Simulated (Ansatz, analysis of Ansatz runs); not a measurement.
# MgH2 (Pbcn), nudged elastic band: V_H hop (2.6 Å) (q = +1)

Wanted: path and barrier of a jump of H in MgH2 (Pbcn) at charge +1. The case: V_H hop (2.6 Å), in a cell of 48 host atoms with 1 H taken out.

Program: Ansatz 0.2.0. Level of theory: plane-wave PAW DFT, PBEsol; nudged elastic band between two relaxed defect structures at fixed charge in a uniform background. Results are calculated unless marked as measured.

### Step 1. Starting point

The cell holds 47 atoms: 16 Mg and 31 H. Cell: a = 8.549 Å, b = 8.549 Å, c = 8.549 Å, α = 116.9°, β = 101.8°, γ = 110.1°. It derives from MgH2 (space group Pbcn). Nearest the centre at fractional (0.321, 0.625, 0.697): H38 at 1.32 Å, Mg6 at 1.49 Å, H24 at 2.23 Å, H25 at 2.23 Å, Mg13 at 2.47 Å, Mg16 at 2.47 Å, Mg10 at 2.54 Å, H45 at 2.54 Å. The cell carries charge +1.

The cell's shortest repeat is 8.5 Å.

### Step 2. Relaxation of the start point, charge +1

A barrier is counted from a minimum, so both ends are relaxed first. Small random displacements break the symmetry of the ideal sites, so that the defect can distort if it gains by it. The charge of +1 is set by the electron count, and a uniform background keeps the cell neutral.

The input, qp1_c48k1.start/input.yaml:

```yaml
crystal:
  lattice:
    - [-4.47603151, 5.39366888, 4.89464524]
    - [4.47603151, -5.39366888, 4.89464524]
    - [4.47603151, 5.39366888, -4.89464524]
  atoms:
    - { symbol: Mg, position: [0.29023406, 0.125, 0.66523406] }
    - { symbol: Mg, position: [0.29023406, 0.625, 0.16523406] }
    - { symbol: Mg, position: [0.79023406, 0.125, 0.16523406] }
    - { symbol: Mg, position: [0.79023406, 0.625, 0.66523406] }
    - { symbol: Mg, position: [0.45976594, 0.125, 0.33476594] }
    - { symbol: Mg, position: [0.45976594, 0.625, 0.83476594] }
    - { symbol: Mg, position: [0.95976594, 0.125, 0.83476594] }
    - { symbol: Mg, position: [0.95976594, 0.625, 0.33476594] }
    - { symbol: Mg, position: [0.20976594, 0.375, 0.33476594] }
    - { symbol: Mg, position: [0.20976594, 0.875, 0.83476594] }
    - { symbol: Mg, position: [0.70976594, 0.375, 0.83476594] }
    - { symbol: Mg, position: [0.70976594, 0.875, 0.33476594] }
    - { symbol: Mg, position: [0.04023406, 0.375, 0.66523406] }
    - { symbol: Mg, position: [0.04023406, 0.875, 0.16523406] }
    - { symbol: Mg, position: [0.54023406, 0.375, 0.16523406] }
    - { symbol: Mg, position: [0.54023406, 0.875, 0.66523406] }
    - { symbol: H, position: [0.15751373, 0.07554806, 0.81196153] }
    - { symbol: H, position: [0.15751373, 0.57554806, 0.31196153] }
    - { symbol: H, position: [0.65751373, 0.07554806, 0.31196153] }
    - { symbol: H, position: [0.65751373, 0.57554806, 0.81196153] }
    - { symbol: H, position: [0.09248627, 0.4044478, 0.91803433] }
    - { symbol: H, position: [0.09248627, 0.9044478, 0.41803433] }
    - { symbol: H, position: [0.59248627, 0.4044478, 0.41803433] }
    - { symbol: H, position: [0.59248627, 0.9044478, 0.91803433] }
    - { symbol: H, position: [0.26358653, 0.3455522, 0.68803847] }
    - { symbol: H, position: [0.26358653, 0.8455522, 0.18803847] }
    - { symbol: H, position: [0.76358653, 0.3455522, 0.18803847] }
    - { symbol: H, position: [0.76358653, 0.8455522, 0.68803847] }
    - { symbol: H, position: [0.48641347, 0.17445194, 0.58196567] }
    - { symbol: H, position: [0.48641347, 0.67445194, 0.08196567] }
    - { symbol: H, position: [0.98641347, 0.17445194, 0.08196567] }
    - { symbol: H, position: [0.98641347, 0.67445194, 0.58196567] }
    - { symbol: H, position: [0.01358653, 0.32554806, 0.41803433] }
    - { symbol: H, position: [0.01358653, 0.82554806, 0.91803433] }
    - { symbol: H, position: [0.51358653, 0.32554806, 0.91803433] }
    - { symbol: H, position: [0.51358653, 0.82554806, 0.41803433] }
    - { symbol: H, position: [0.23641347, 0.1544478, 0.31196153] }
    - { symbol: H, position: [0.23641347, 0.6544478, 0.81196153] }
    - { symbol: H, position: [0.73641347, 0.1544478, 0.81196153] }
    - { symbol: H, position: [0.73641347, 0.6544478, 0.31196153] }
    - { symbol: H, position: [0.40751373, 0.0955522, 0.08196567] }
    - { symbol: H, position: [0.90751373, 0.0955522, 0.58196567] }
    - { symbol: H, position: [0.90751373, 0.5955522, 0.08196567] }
    - { symbol: H, position: [0.34248627, 0.42445194, 0.18803847] }
    - { symbol: H, position: [0.34248627, 0.92445194, 0.68803847] }
    - { symbol: H, position: [0.84248627, 0.42445194, 0.68803847] }
    - { symbol: H, position: [0.84248627, 0.92445194, 0.18803847] }
total_charge: 1
basis:
  ecutwfc: 420
  xc_grid: 2
hamiltonian:
  xc: pbesol
kpoints:
  mp_grid: { grid: [1, 1, 1] }
scf:
  occupations: { method: fixed }
  max_iter: 150
output:
  forces: true
relax:
  f_tol: 0.02
  max_steps: 70
  random_displacement: { amplitude: 0.03, seed: 9898 }
```

Started as:

```sh
$ ansatz run input.yaml --threads 4 --pin off --max-ram 14131MiB --backend cpu --events-out ev --progress --plain --runs-dir out
```

Numbers of over 12 decimals in the logs are rounded to 6 here.

Log:

```text
[... repeated set-up lines and file paths are left out, and long positions are rounded to six places ...]
The last accepted step is kept in <dir> (removed where the run ends without a failure and the disk answers)
Engine: ansatz 0.2.0, aarch64-unknown-linux-gnu
Pseudopotentials: kind: paw
Pseudopotential: Mg, paw, valence charge 10, recommended cutoff 420 eV (normal), Mg.paw.azcp
Pseudopotential: H, paw, valence charge 1, recommended cutoff 420 eV (normal), H.paw.azcp
Functional definition: PBEsol
  exchange = pbesol_x
  correlation = pbesol_c
Crystal: 47 atoms, lattice volume = 472.671 Å³
Basis set: ecut = 420 eV, 9249 PW (Γ), exchange–correlation on 120×120×120 points (8 copies of the dense FFT grid, shifted against one another)
Bands: 142, of which v1, the nominal top of the filled ones, is band 95 counted from 1 (94 counted from 0)
Symmetry: 1 space group operations
k-points: 1
Non-local potential: Mg, projectors of the file, l = 0: 3, l = 1: 2, l = 2: 1
Non-local potential: H, projectors of the file, l = 0: 2, l = 1: 1
PAW form: soft (Blöchl's): semilocal exchange-correlation on the pseudo side does not see the compensation charge
PAW frozen core: Mg, regenerated for the run's functional, and the local potential with it (the file was generated under x = pbe(κ = 0.804, μ = 0.219515), c = pbe(β = 0.066725))
PAW one-centre angular grid: Mg, 110 points (default); XC on 64 Gauss nodes
PAW one-centre angular grid: H, 110 points (default); XC on 64 Gauss nodes
Initial density: superposition of atomic densities (neutral atoms scaled as one to the charged cell's electrons: chi_scale 0, normalization atom), corrected by the library's trained network
Initial wavefunctions: pseudopotential atomic-orbital guess
Functional: x = pbesol(κ = 0.804, μ = 0.123457), c = pbesol(β = 0.046)
SCF iter   1: F=—  HF=-31087.583314 eV  |F-HF|=—  |Δ(HF+E_count)|=         —  Δρ=1.16e-2  dr2=8.09e-1  ethr=1.77e-3  ⟨swp⟩=5.0  Hψ=411  notcnv=0  defer=45
preconditioner: auto → Resta (q_TF=auto, 2.344 Å⁻¹)  ε∞=2.6  [insulator: Δε(μ)=2.376 eV  Ē_g=10.631 eV  n_scr=104 (ndim 8)  ℏωp=13.4 eV  f_vac=0.000  ε∞_Penn≈2.6]
SCF iter   2: F=—  HF=-31087.325007 eV  |F-HF|=—  |Δ(HF+E_count)|=   2.58e-1  Δρ=5.54e-3  dr2=2.11e-1  ethr=4.26e-4  ⟨swp⟩=2.0  Hψ=152  notcnv=0  defer=45
SCF iter   3: F=—  HF=-31087.249292 eV  |F-HF|=—  |Δ(HF+E_count)|=   7.57e-2  Δρ=8.49e-4  dr2=5.28e-3  ethr=1.11e-4  ⟨swp⟩=3.0  Hψ=185  notcnv=0  defer=22
automatic band count: iteration 3 solves 119 bands in place of 142: the levels show a gap, and the empty bands left out lie too high to hold charge; the band table lists the bands solved (type scf.n_extra_bands for more)
SCF iter   4: F=—  HF=-31087.248737 eV  |F-HF|=—  |Δ(HF+E_count)|=   5.55e-4  Δρ=2.02e-4  dr2=2.21e-4  ethr=2.78e-6  ⟨swp⟩=2.0  Hψ=152  notcnv=0  defer=22
iter 5 did not close the SCF: its close was put off for the readings that it lacked (scf_convergence_deferred on its scf_iter line)
SCF iter   5: F=-31087.248761 eV  HF=-31087.248757 eV  |F-HF|=3.85e-6  |Δ(HF+E_count)|=   1.98e-5  Δρ=3.85e-5  dr2=9.14e-6  ethr=1.17e-7  ⟨swp⟩=3.0  Hψ=219  notcnv=0  defer=22
SCF iter   6: F=-31087.248761 eV  HF=-31087.248761 eV  |F-HF|=1.02e-7  |Δ(HF+E_count)|=   4.60e-6  Δρ=7.39e-6  dr2=3.32e-7  ethr=4.81e-9  ⟨swp⟩=2.0  Hψ=409  notcnv=0
SCF 1 converged in 6 iterations: F = -31087.248761 eV  dr2 = 3.32e-7
  greatest PAW one-centre occupation: 1.000 electrons in one spin orbital (limit 2), on the Mg atom at site 0 (counted from 0), in its partial waves of l = 0
relax step   1: F+E_penalty+E_count = -31087.24876136 eV  Δ(F+E_penalty+E_count) = +0.000e0 eV  max|allowed force component| = 1.380e0 eV/Å  Δτ_max = 0.0000 Å  (6 SCF iters, dr2 threshold 1.00e-5 eV, accepted)
[... the SCF cycles and remarks between the steps are left out from here to the last step ...]
relax step   2: F+E_penalty+E_count = -31087.88234547 eV  Δ(F+E_penalty+E_count) = -6.336e-1 eV  max|allowed force component| = 2.197e-1 eV/Å  Δτ_max = 0.1948 Å  (5 SCF iters, dr2 threshold 1.00e-4 eV, accepted)
relax step   3: F+E_penalty+E_count = -31088.01592283 eV  Δ(F+E_penalty+E_count) = -1.336e-1 eV  max|allowed force component| = 1.311e-1 eV/Å  Δτ_max = 0.2000 Å  (6 SCF iters, dr2 threshold 3.02e-6 eV, accepted)
relax step   4: F+E_penalty+E_count = -31088.06348476 eV  Δ(F+E_penalty+E_count) = -4.756e-2 eV  max|allowed force component| = 2.801e-2 eV/Å  Δτ_max = 0.1026 Å  (5 SCF iters, dr2 threshold 1.07e-6 eV, accepted)
SCF iter   1: F=—  HF=-31088.066056 eV  |F-HF|=—  |Δ(HF+E_count)|=         —  Δρ=9.78e-4  dr2=3.86e-3  ethr=1.73e-5  ⟨swp⟩=5.0  Hψ=200  notcnv=0  defer=22
automatic band count: iteration 1 solves 119 bands in place of 142: the levels show a gap, and the empty bands left out lie too high to hold charge; the band table lists the bands solved (type scf.n_extra_bands for more)
SCF iter   2: F=—  HF=-31088.065274 eV  |F-HF|=—  |Δ(HF+E_count)|=   7.82e-4  Δρ=5.40e-4  dr2=1.28e-3  ethr=2.03e-6  ⟨swp⟩=1.0  Hψ=127  notcnv=0  defer=22
SCF iter   3: F=—  HF=-31088.064900 eV  |F-HF|=—  |Δ(HF+E_count)|=   3.74e-4  Δρ=4.09e-5  dr2=5.56e-6  ethr=6.73e-7  ⟨swp⟩=2.0  Hψ=133  notcnv=0  defer=22
SCF iter   4: F=—  HF=-31088.064840 eV  |F-HF|=—  |Δ(HF+E_count)|=   6.00e-5  Δρ=7.56e-6  dr2=3.94e-7  ethr=2.93e-9  ⟨swp⟩=2.0  Hψ=133  notcnv=0  defer=17
SCF iter   5: F=-31088.064840 eV  HF=-31088.064840 eV  |F-HF|=3.82e-9  |Δ(HF+E_count)|=  8.62e-10  Δρ=1.48e-6  dr2=1.05e-8  ethr=5.26e-11  ⟨swp⟩=4.0  Hψ=408  notcnv=0
SCF 5 converged in 5 iterations: F = -31088.064840 eV  dr2 = 1.05e-8
relax step   5: F+E_penalty+E_count = -31088.06483983 eV  Δ(F+E_penalty+E_count) = -1.355e-3 eV  max|allowed force component| = 6.767e-3 eV/Å  Δτ_max = 0.0184 Å  (5 SCF iters, accepted)
SCF converged after 5 iterations
Free energy (F): -31088.064840 eV
Harris-Foulkes:  -31088.064840 eV  (|F-HF|=3.82e-9)
Internal energy: -31088.064840 eV  (E = F + TS)
E sigma→0 (E₀):  -31088.064840 eV
Fermi energy:    2.397700 eV
--- Per-component energies (eV) ---
  E_band       = -5932.733607
  E_kinetic    = 1642.247558
  E_local      = -27371.239221  (includes V_loc(G=0)·N_el)
  E_nonlocal   = 1574.840722
  E_hartree    = 9809.249925
  E_xc         = -732.987219
  E_vxc        = -952.526788  (∫ρ·V_xc dr)
  E_paw        = -4512.634368  (= ΣΔE_a)
  E_vpaw       = -444.515351  (= ΣTr[D̂ρ^β])
  E_aug_tail   = -0.038551  (compensation charges beyond the density's cutoff)
  E_ewald      = -11498.445482
  E_core_change = 0.941796  (= ΣΔE_core)
  E_smearing   = -0.000000  (= −TS)
  E_closure    = 0.000000  (closes the sum)
  E_deformation_potential = 10.282585  (in the stress; not in F)
  Σ components = -31088.064840   (vs F -31088.064840, Δ=0.00e0)
--- Forces (eV/Å), atoms counted from 1 ---
  atom   1  Mg    -0.00105895    -0.00145546    -0.00023063
  atom   2  Mg    -0.00131156    -0.00260986     0.00028534
  [... 3 atoms left out ...]
  atom   6  Mg    -0.00148898    -0.00014271     0.00140981
  [... 2 atoms left out ...]
  atom   9  Mg     0.00273489     0.00309915    -0.00288555
  atom  10  Mg     0.00197007     0.00214371    -0.00121175
  [... 2 atoms left out ...]
  atom  13  Mg    -0.00254468     0.00061552    -0.00293262
  [... 2 atoms left out ...]
  atom  16  Mg     0.00061121     0.00335205     0.00196827
  [... 7 atoms left out ...]
  atom  24  H     -0.00016098    -0.00226279     0.00278314
  atom  25  H      0.00000941    -0.00500914     0.00053661
  [... 7 atoms left out ...]
  atom  33  H     -0.00257733     0.00316448    -0.00421124
  [... 4 atoms left out ...]
  atom  38  H     -0.00122254     0.00461579    -0.00029944
  [... 6 atoms left out ...]
  atom  45  H      0.00247298    -0.00016515    -0.00110368
  [... 2 atoms left out ...]
  max |Σ_I F_I| component: 2.24e-5 eV/Å
--- Relaxed structure (5 steps of the walk, 5 accepted, 0 SCFs on fresh bases) ---
  F+E_penalty+E_count = -31088.06483983 eV   max|allowed force component| = 6.767e-3 eV/Å
  atoms:
    - { symbol: Mg, position: [0.289582, 0.127287, 0.664299] }
    - { symbol: Mg, position: [0.289504, 0.628881, 0.177563] }
    [... 3 atoms left out ...]
    - { symbol: Mg, position: [0.468846, 0.626000, 0.867309] }
    [... 2 atoms left out ...]
    - { symbol: Mg, position: [0.179699, 0.336497, 0.295045] }
    - { symbol: Mg, position: [0.212141, 0.876959, 0.836954] }
    [... 2 atoms left out ...]
    - { symbol: Mg, position: [0.043936, 0.380382, 0.662550] }
    [... 2 atoms left out ...]
    - { symbol: Mg, position: [0.556974, 0.918508, 0.681733] }
    [... 7 atoms left out ...]
    - { symbol: H, position: [0.581412, 0.886662, 0.899347] }
    - { symbol: H, position: [0.269566, 0.350159, 0.680378] }
    [... 7 atoms left out ...]
    - { symbol: H, position: [0.009104, 0.315154, 0.407639] }
    [... 4 atoms left out ...]
    - { symbol: H, position: [0.248001, 0.655142, 0.801102] }
    [... 6 atoms left out ...]
    - { symbol: H, position: [0.341801, 0.925715, 0.686585] }
    [... 2 atoms left out ...]
```

The job ended after 4.5 s (4 threads of Arm Neoverse V2, shared host; peak memory 0.5 GiB).

Step by step:

```csv
step,energy less that of the first step (eV),largest force component (eV/Å)
1,0.0000,1.3799
2,-0.6336,0.2197
3,-0.7672,0.1311
4,-0.8147,0.0280
5,-0.8161,0.0068
```

The atoms that moved most (Å, from the sites as typed, ahead of the random displacement):

```csv
atom,dx,dy,dz,length
Mg9,-0.216,-0.169,-0.143,0.310
Mg16,0.193,-0.056,0.212,0.292
Mg6,0.109,0.219,-0.112,0.268
H30,0.072,0.125,-0.099,0.176
H31,-0.075,-0.110,-0.108,0.172
H39,0.094,0.047,0.135,0.171
H18,0.033,0.146,-0.073,0.167
H38,-0.098,0.000,0.112,0.149
```

Neighbours of H38 at the end:

```csv
atom,distance (Å)
Mg10,1.923
Mg13,1.946
Mg6,1.991
H25,2.424
H24,2.527
H32,2.664
H21,2.737
H45,2.836
H30,2.852
H33,2.865
```

This step gave:

```
free energy                                                                                       : -31088.0648 eV
r.m.s. move of the farther half of the atoms                                                      : 0.08386 Å
largest move from the ideal geometry of this structure, a common shift of the far atoms taken out : 0.3105 Å
```

The relaxation gained 0.816 eV and ended with a largest force component of 0.0068 eV/Å.

### Step 3. Relaxation of the end point, charge +1

The end point is relaxed in the same cell and settings, so that the two energies compare. Atoms more than 3.2 Å from the middle of the hop start where the first relaxation left them, the nearer ones on or close to their ideal places, with small random displacements.

The input, qp1_c48k1.end/input.yaml:

```yaml
crystal:
  lattice:
    - [-4.47603151, 5.39366888, 4.89464524]
    - [4.47603151, -5.39366888, 4.89464524]
    - [4.47603151, 5.39366888, -4.89464524]
  atoms:
    - { symbol: Mg, position: [0.28979071, 0.12631856, 0.66361774] }
    - { symbol: Mg, position: [0.28971277, 0.62791289, 0.1768822] }
[... 3 atom lines left out ...]
    - { symbol: Mg, position: [0.45976594, 0.625, 0.83476594] }
[... 2 atom lines left out ...]
    - { symbol: Mg, position: [0.20976594, 0.375, 0.33476594] }
    - { symbol: Mg, position: [0.20976594, 0.875, 0.83476594] }
[... 2 atom lines left out ...]
    - { symbol: Mg, position: [0.04023406, 0.375, 0.66523406] }
[... 2 atom lines left out ...]
    - { symbol: Mg, position: [0.54023406, 0.875, 0.66523406] }
[... 1 atom line left out ...]
    - { symbol: H, position: [0.15751373, 0.57554806, 0.31196153] }
[... 5 atom lines left out ...]
    - { symbol: H, position: [0.59248627, 0.9044478, 0.91803433] }
    - { symbol: H, position: [0.26358653, 0.3455522, 0.68803847] }
[... 6 atom lines left out ...]
    - { symbol: H, position: [0.98641347, 0.67445194, 0.58196567] }
    - { symbol: H, position: [0.01358653, 0.32554806, 0.41803433] }
[... 4 atom lines left out ...]
    - { symbol: H, position: [0.405441, 0.59606, 0.581688] }
[... 6 atom lines left out ...]
    - { symbol: H, position: [0.34248627, 0.92445194, 0.68803847] }
[... 1 atom line left out ...]
    - { symbol: H, position: [0.82888623, 0.90883577, 0.17160336] }
total_charge: 1
basis:
  ecutwfc: 420
  xc_grid: 2
hamiltonian:
  xc: pbesol
kpoints:
  mp_grid: { grid: [1, 1, 1] }
scf:
  occupations: { method: fixed }
  max_iter: 150
output:
  forces: true
relax:
  f_tol: 0.02
  max_steps: 70
  random_displacement: { amplitude: 0.01, seed: 9898 }
```

Log:

```text
[...]
Crystal: 47 atoms, lattice volume = 472.671 Å³
Basis set: ecut = 420 eV, 9249 PW (Γ), exchange–correlation on 120×120×120 points (8 copies of the dense FFT grid, shifted against one another)
Bands: 142, of which v1, the nominal top of the filled ones, is band 95 counted from 1 (94 counted from 0)
Symmetry: 1 space group operations
k-points: 1
[...]
SCF iter   1: F=—  HF=-31087.467322 eV  |F-HF|=—  |Δ(HF+E_count)|=         —  Δρ=1.16e-2  dr2=7.89e-1  ethr=1.77e-3  ⟨swp⟩=5.0  Hψ=411  notcnv=0  defer=45
[...]
SCF iter   6: F=-31087.140328 eV  HF=-31087.140327 eV  |F-HF|=1.10e-7  |Δ(HF+E_count)|=   4.67e-6  Δρ=7.29e-6  dr2=3.26e-7  ethr=4.85e-9  ⟨swp⟩=2.0  Hψ=404  notcnv=0
SCF 1 converged in 6 iterations: F = -31087.140328 eV  dr2 = 3.26e-7
[...]
--- Relaxed structure (5 steps of the walk, 5 accepted, 0 SCFs on fresh bases) ---
  F+E_penalty+E_count = -31088.06487835 eV   max|allowed force component| = 5.963e-3 eV/Å
  atoms:
    - { symbol: Mg, position: [0.294205, 0.134126, 0.659948] }
    - { symbol: Mg, position: [0.281916, 0.619427, 0.162374] }
[...]
- { symbol: Mg, position: [0.491615, 0.624444, 0.842751] }
[...]
- { symbol: Mg, position: [0.210473, 0.373475, 0.335292] }
    - { symbol: Mg, position: [0.209077, 0.913766, 0.843406] }
[...]
- { symbol: Mg, position: [0.013582, 0.331924, 0.638523] }
[...]
- { symbol: Mg, position: [0.532654, 0.870217, 0.663729] }
[...]
- { symbol: H, position: [0.580601, 0.900360, 0.919567] }
    - { symbol: H, position: [0.262961, 0.363751, 0.694926] }
    [... 7 atoms left out ...]
    - { symbol: H, position: [0.011318, 0.324319, 0.415987] }
    [... 4 atoms left out ...]
    - { symbol: H, position: [0.396365, 0.595440, 0.593002] }
    [... 6 atoms left out ...]
    - { symbol: H, position: [0.343003, 0.935439, 0.694180] }
    [... 2 atoms left out ...]
[key lines of the parts left out:]
SCF converged after 5 iterations
Free energy (F): -31088.064878 eV
Fermi energy:    2.397779 eV
```

Wall time 4.4 s (4 threads); peak memory 0.51 GiB.

The steps of the relaxation:

```csv
step,energy less that of the first step (eV),largest force component (eV/Å)
1,0.0000,1.1161
2,-0.7333,0.2098
3,-0.9096,0.0985
4,-0.9214,0.0347
5,-0.9245,0.0060
```

The atoms that moved most (Å, from the sites as typed, ahead of the random displacement):

```csv
atom,dx,dy,dz,length
Mg10,0.215,-0.166,0.144,0.307
Mg13,-0.193,-0.056,-0.211,0.292
Mg6,-0.110,0.218,0.114,0.269
H39,-0.084,-0.027,-0.194,0.213
H42,-0.085,0.022,-0.194,0.213
H17,0.075,-0.148,0.081,0.184
H31,0.075,0.145,0.084,0.183
H20,-0.075,0.125,0.100,0.176
```

Neighbours of H38 at the end:

```csv
atom,distance (Å)
Mg9,1.923
Mg16,1.946
Mg6,1.989
H24,2.424
H25,2.528
H18,2.665
H28,2.738
H33,2.836
H20,2.851
H45,2.865
```

This step gave:

```
free energy                                                                                       : -31088.0649 eV
r.m.s. move of the farther half of the atoms                                                      : 0.08056 Å
largest move from the ideal geometry of this structure, a common shift of the far atoms taken out : 0.3005 Å
```

The relaxation gained 0.925 eV and ended with a largest force component of 0.0060 eV/Å. The end lies within 1 meV of the start.

[end of part 1 of 3]

[Logs are printed without paths, hosts, clocks, repeated set-up lines and the standing remarks that a program may print on its own settings, such as how far it seeks lower states.]

[Hosts, paths, dates, database ids (printed as entryN), source tags and the programs' standing remarks are cut or masked in the printed files.]
